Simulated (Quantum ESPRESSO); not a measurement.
# Collinear magnetic orders of MnGa3As4 (GaAs16x211 Mn2 nn) with Quantum ESPRESSO

Wanted: the moments of MnGa3As4 (GaAs16x211 Mn2 nn) and the energy of each order that was tried.

Program: Quantum ESPRESSO 7.5. Level of theory: PBE; plane waves with GBRV 1.5 PBE potentials, no spin-orbit coupling. Results are calculated unless marked as measured.

## Step 1: Set-up

Symmetry: P-4m2, No. 115, tetragonal system. The conventional cell has a = 3.997 Å, b = 3.997 Å, c = 11.306 Å, α = 90.00°, β = 90.00°, γ = 90.00°. Nearest to Mn lie 4 As at 2.45 Å. As has 2 Mn at 2.45 Å and 2 Ga at 2.45 Å nearest. Nearest to Ga lie 4 As at 2.45 Å. As has 4 Ga at 2.45 Å nearest. Nearest to Ga lie 4 As at 2.45 Å. substitutional dopants on the host's measured lattice, atoms not relaxed. Farther neighbours are not listed.

The cell was typed by rule, not taken from a database of measured structures.

## Step 2: Start 1: ferro ++

The signs are those of the starting moments on the seeded atoms, the atoms that are given a moment.

pw.in

```
&CONTROL
  calculation = 'scf'
  prefix = 'pwscf'
  outdir = './tmp'
  pseudo_dir = './pseudo'
  disk_io = 'nowf'
/
&SYSTEM
  ibrav = 0
  celldm(1) = 8
  nat = 16
  ntyp = 3
  ecutwfc = 40
  ecutrho = 280
  nbnd = 118
  occupations = 'smearing'
  smearing = 'fd'
  degauss = 0.00367493
  nspin = 2
  starting_magnetization(1) = 0.3
  starting_magnetization(2) = 0
  starting_magnetization(3) = 0
/
&ELECTRONS
  conv_thr = 3.2d-08
  electron_maxstep = 150
  mixing_beta = 0.3
/
ATOMIC_SPECIES
Mn     54.9380 mn_pbe_v1.5.uspp.F.UPF
As     74.9216 as_pbe_v1.uspp.F.UPF
Ga     69.7230 ga_pbe_v1.4.uspp.F.UPF
CELL_PARAMETERS alat
   2.6706554456274    0.0000000000000    0.0000000000000
   0.0000000000000    1.3353277228137    0.0000000000000
   0.0000000000000    0.0000000000000    1.3353277228137
ATOMIC_POSITIONS crystal
Mn      0.0000000000    0.0000000000    0.0000000000
As      0.1250000000    0.2500000000    0.2500000000
Mn      0.0000000000    0.5000000000    0.5000000000
As      0.1250000000    0.7500000000    0.7500000000
Ga      0.2500000000    0.0000000000    0.5000000000
As      0.3750000000    0.2500000000    0.7500000000
Ga      0.2500000000    0.5000000000    0.0000000000
As      0.3750000000    0.7500000000    0.2500000000
Ga      0.5000000000    0.0000000000    0.0000000000
As      0.6250000000    0.2500000000    0.2500000000
Ga      0.5000000000    0.5000000000    0.5000000000
As      0.6250000000    0.7500000000    0.7500000000
Ga      0.7500000000    0.0000000000    0.5000000000
As      0.8750000000    0.2500000000    0.7500000000
Ga      0.7500000000    0.5000000000    0.0000000000
As      0.8750000000    0.7500000000    0.2500000000
K_POINTS automatic
3 5 5 0 0 0
```

On the command line:

```sh
OMP_NUM_THREADS=1 mpirun -n 4 pw.x -nk 4 -in pw.in > pw.out
```

Log:

```text
Program PWSCF v.7.5 starts

     Found identity + (  0.0000 -0.5000 -0.5000) symmetry
     This is a supercell, fractional translations are disabled
     Message from routine setup:
     using ibrav=0 with symmetry is DISCOURAGED, use correct ibrav instead

     K-points division:     npool     =       4
     Subspace diagonalization in iterative solution of the eigenvalue problem:

     G-vector sticks info
     --------------------
     sticks:   dense  smooth     PW     G-vecs:    dense   smooth      PW
     Sum        5097    2905    811               193105    83527   12169

     Using Slab Decomposition

     bravais-lattice index     =            0
     lattice parameter (alat)  =       8.0000  a.u.
     unit-cell volume          =    2438.1676 (a.u.)^3
     number of atoms/cell      =           16
     number of atomic types    =            3
     number of electrons       =       184.00
     number of Kohn-Sham states=          118
     kinetic-energy cutoff     =      40.0000  Ry
     charge density cutoff     =     280.0000  Ry
     scf convergence threshold =      3.2E-08
     mixing beta               =       0.3000
     number of iterations used =            8  plain     mixing
     Exchange-correlation=  SLA  PW   PBX  PBC
                           (   1   4   3   4   0   0   0)

     celldm(1)=   8.000000  celldm(2)=   0.000000  celldm(3)=   0.000000
     celldm(4)=   0.000000  celldm(5)=   0.000000  celldm(6)=   0.000000

     crystal axes: (cart. coord. in units of alat)
               a(1) = (   2.670655   0.000000   0.000000 )
               a(2) = (   0.000000   1.335328   0.000000 )
               a(3) = (   0.000000   0.000000   1.335328 )

     reciprocal axes: (cart. coord. in units 2 pi/alat)
               b(1) = (  0.374440  0.000000  0.000000 )
               b(2) = (  0.000000  0.748880  0.000000 )
               b(3) = (  0.000000  0.000000  0.748880 )

     PseudoPot. # 1 for Mn read from file:
     mn_pbe_v1.5.uspp.F.UPF
     Pseudo is Ultrasoft + core correction, Zval = 15.0
     Generated by new atomic code, or converted to UPF format
     Using radial grid of  859 points,  6 beta functions with:
                l(1) =   0
                l(2) =   0
                l(3) =   1
                l(4) =   1
                l(5) =   2
                l(6) =   2
     Q(r) pseudized with  8 coefficients,  rinner =    0.950   0.950   0.950
                                                       0.950   0.950

     PseudoPot. # 2 for As read from file:
     as_pbe_v1.uspp.F.UPF
     Pseudo is Ultrasoft + core correction, Zval =  5.0
     Generated by new atomic code, or converted to UPF format
     Using radial grid of  875 points,  6 beta functions with:
                l(1) =   0
                l(2) =   0
                l(3) =   1
                l(4) =   1
                l(5) =   2
                l(6) =   2
     Q(r) pseudized with  8 coefficients,  rinner =    1.300   1.300   1.300
                                                       1.300   1.300

     PseudoPot. # 3 for Ga read from file:
     ga_pbe_v1.4.uspp.F.UPF
     Pseudo is Ultrasoft + core correction, Zval = 19.0
     Generated by new atomic code, or converted to UPF format
     Using radial grid of  871 points,  6 beta functions with:
                l(1) =   0
                l(2) =   0
                l(3) =   1
                l(4) =   1
                l(5) =   2
                l(6) =   2
     Q(r) pseudized with  8 coefficients,  rinner =    1.250   1.250   1.250
                                                       1.250   1.250

     atomic species   valence    mass     pseudopotential
     Mn               15.00    54.93800     Mn( 1.00)
     As                5.00    74.92160     As( 1.00)
     Ga               19.00    69.72300     Ga( 1.00)

     Starting magnetic structure
     atomic species   magnetization
     Mn              0.300
     As              0.000
     Ga              0.000

      8 Sym. Ops. (no inversion) found

   Cartesian axes

     site n.     atom                  positions (alat units)
         1        Mn     tau(   1) = (   0.0000000   0.0000000   0.0000000  )
         2        As     tau(   2) = (   0.3338319   0.3338319   0.3338319  )
         3        Mn     tau(   3) = (   0.0000000   0.6676639   0.6676639  )
         4        As     tau(   4) = (   0.3338319   1.0014958   1.0014958  )
         5        Ga     tau(   5) = (   0.6676639   0.0000000   0.6676639  )
         6        As     tau(   6) = (   1.0014958   0.3338319   1.0014958  )
         7        Ga     tau(   7) = (   0.6676639   0.6676639   0.0000000  )
         8        As     tau(   8) = (   1.0014958   1.0014958   0.3338319  )
         9        Ga     tau(   9) = (   1.3353277   0.0000000   0.0000000  )
        10        As     tau(  10) = (   1.6691597   0.3338319   0.3338319  )
        11        Ga     tau(  11) = (   1.3353277   0.6676639   0.6676639  )
        12        As     tau(  12) = (   1.6691597   1.0014958   1.0014958  )
        13        Ga     tau(  13) = (   2.0029916   0.0000000   0.6676639  )
        14        As     tau(  14) = (   2.3368235   0.3338319   1.0014958  )
        15        Ga     tau(  15) = (   2.0029916   0.6676639   0.0000000  )
        16        As     tau(  16) = (   2.3368235   1.0014958   0.3338319  )

     number of k points=    12  Fermi-Dirac smearing, width (Ry)=  0.0037
                       cart. coord. in units 2pi/alat
        k(    1) = (   0.0000000   0.0000000   0.0000000), wk =   0.0133333
        k(    2) = (   0.0000000   0.0000000   0.1497760), wk =   0.0533333
        k(    3) = (   0.0000000   0.0000000   0.2995519), wk =   0.0533333
        k(    4) = (   0.0000000   0.1497760   0.1497760), wk =   0.0533333
        k(    5) = (   0.0000000   0.1497760   0.2995519), wk =   0.1066667
        [... 7 further k-points ...]

     Dense  grid:   193105 G-vectors     FFT dimensions: ( 120,  60,  60)

     Smooth grid:    83527 G-vectors     FFT dimensions: (  90,  45,  45)

     Check: negative core charge=   -0.000007
     Generating pointlists ...
     new r_m :   0.2385 (alat units)  1.9081 (a.u.) for type    1
     new r_m :   0.2385 (alat units)  1.9081 (a.u.) for type    2
     new r_m :   0.2385 (alat units)  1.9081 (a.u.) for type    3

     Initial potential from superposition of free atoms

     starting charge     176.9979, renormalised to     184.0000
     Starting wfcs are  130 randomized atomic wfcs

     Self-consistent Calculation

     iteration #  1     ecut=    40.00 Ry     beta= 0.30
     Davidson diagonalization with overlap
     ethr =  1.00E-02,  avg # of iterations =  4.7

     total energy              =   -3216.41179883 Ry
     estimated scf accuracy    <      61.08068047 Ry

     total magnetization       =     2.28 Bohr mag/cell
     absolute magnetization    =     2.76 Bohr mag/cell

     iteration #  2     ecut=    40.00 Ry     beta= 0.30
     Davidson diagonalization with overlap
     ethr =  1.00E-02,  avg # of iterations =  4.0

     total energy              =   -3219.61199256 Ry
     estimated scf accuracy    <     248.30929986 Ry

     total magnetization       =     1.13 Bohr mag/cell
     absolute magnetization    =     1.21 Bohr mag/cell

     iteration #  3     ecut=    40.00 Ry     beta= 0.30
     Davidson diagonalization with overlap
     ethr =  1.00E-02,  avg # of iterations =  3.8

     total energy              =   -3235.90655110 Ry
     estimated scf accuracy    <       4.95811818 Ry

     total magnetization       =     6.51 Bohr mag/cell
     absolute magnetization    =     7.03 Bohr mag/cell

     [... further iterations left out ...]

     iteration # 12     ecut=    40.00 Ry     beta= 0.30
     Davidson diagonalization with overlap
     ethr =  2.23E-08,  avg # of iterations =  4.1

     negative rho (up, down):  0.000E+00 5.361E-04

     total energy              =   -3236.87141756 Ry
     estimated scf accuracy    <       0.00000797 Ry

     total magnetization       =     8.00 Bohr mag/cell
     absolute magnetization    =     8.82 Bohr mag/cell

     iteration # 13     ecut=    40.00 Ry     beta= 0.30
     Davidson diagonalization with overlap
     ethr =  4.33E-09,  avg # of iterations =  4.0

     negative rho (up, down):  0.000E+00 5.335E-04

     total energy              =   -3236.87142128 Ry
     estimated scf accuracy    <       0.00000163 Ry

     total magnetization       =     8.00 Bohr mag/cell
     absolute magnetization    =     8.83 Bohr mag/cell

     iteration # 14     ecut=    40.00 Ry     beta= 0.30
     Davidson diagonalization with overlap
     ethr =  8.84E-10,  avg # of iterations =  3.4

     negative rho (up, down):  0.000E+00 5.332E-04

     total energy              =   -3236.87142167 Ry
     estimated scf accuracy    <       0.00000012 Ry

     total magnetization       =     8.00 Bohr mag/cell
     absolute magnetization    =     8.83 Bohr mag/cell

     iteration # 15     ecut=    40.00 Ry     beta= 0.30
     Davidson diagonalization with overlap
     ethr =  6.65E-11,  avg # of iterations =  4.1

     negative rho (up, down):  0.000E+00 5.328E-04

     Magnetic moment per site  (integrated on atomic sphere of radius R)
     atom   1 (R=0.239)  charge= 13.0626  magn=  3.5791
     atom   2 (R=0.239)  charge=  2.7334  magn= -0.0691
     atom   3 (R=0.239)  charge= 13.0626  magn=  3.5791
     atom   4 (R=0.239)  charge=  2.7334  magn= -0.0691
     atom   5 (R=0.239)  charge= 17.0459  magn=  0.0263
     atom   6 (R=0.239)  charge=  2.7255  magn= -0.0016
     atom   7 (R=0.239)  charge= 17.0459  magn=  0.0263
     atom   8 (R=0.239)  charge=  2.7255  magn= -0.0016
     atom   9 (R=0.239)  charge= 17.0496  magn=  0.0048
     atom  10 (R=0.239)  charge=  2.7255  magn= -0.0016
     atom  11 (R=0.239)  charge= 17.0496  magn=  0.0048
     atom  12 (R=0.239)  charge=  2.7255  magn= -0.0016
     atom  13 (R=0.239)  charge= 17.0459  magn=  0.0263
     atom  14 (R=0.239)  charge=  2.7334  magn= -0.0691
     atom  15 (R=0.239)  charge= 17.0459  magn=  0.0263
     atom  16 (R=0.239)  charge=  2.7334  magn= -0.0691

     End of self-consistent calculation

     [... lines left out ...]
     the Fermi energy is     7.2356 ev

!    total energy              =   -3236.87142179 Ry
     estimated scf accuracy    <       0.00000002 Ry
     smearing contrib. (-TS)   =      -0.00144495 Ry
     internal energy E=F+TS    =   -3236.86997684 Ry

     The total energy is F=E-TS. E is the sum of the following terms:
     one-electron contribution =   -2780.76514820 Ry
     hartree contribution      =    1448.12457591 Ry
     xc contribution           =    -597.29290118 Ry
     ewald contribution        =   -1306.93650337 Ry

     total magnetization       =     8.00 Bohr mag/cell
     absolute magnetization    =     8.83 Bohr mag/cell

     convergence has been achieved in  15 iterations

=------------------------------------------------------------------------------=
   JOB DONE.
=------------------------------------------------------------------------------=
```

Elapsed: 8.9 min, on 4 MPI ranks of Intel Xeon at 2.70GHz, shared host; peak memory 1.9 GiB; 35 min of CPU time.

Spin moment in the atom's sphere by atom:

```tsv
atom	spin moment in the atom's sphere (μB)
Mn1	3.58
As2	-0.07
Mn3	3.58
As4	-0.07
Ga5	0.03
As6	0.00
Ga7	0.03
As8	0.00
Ga9	0.00
As10	0.00
Ga11	0.00
As12	0.00
Ga13	0.03
As14	-0.07
Ga15	0.03
As16	-0.07
```

Numbers from this step:

* smearing term TS: 0.01966 eV
* magnetization: 8 μB
* absolute magnetization: 8.83 μB
* final state: ferromagnetic

(Continued in part 2 of 2.)

[Logs and program files are shortened in this print: banners, set-up blocks, solver, clock and traceback lines can be left out without a mark of their own.]

[Logs are printed without paths, hosts, clocks, repeated set-up lines and the standing remarks that a program may print on its own settings, such as how far it seeks lower states.]

[Hosts, paths, dates, database ids (printed as entryN), source tags and the programs' standing remarks are cut or masked in the printed files.]

[Where a cell is said to come from a database of computed structures, the database is the Materials Project.]
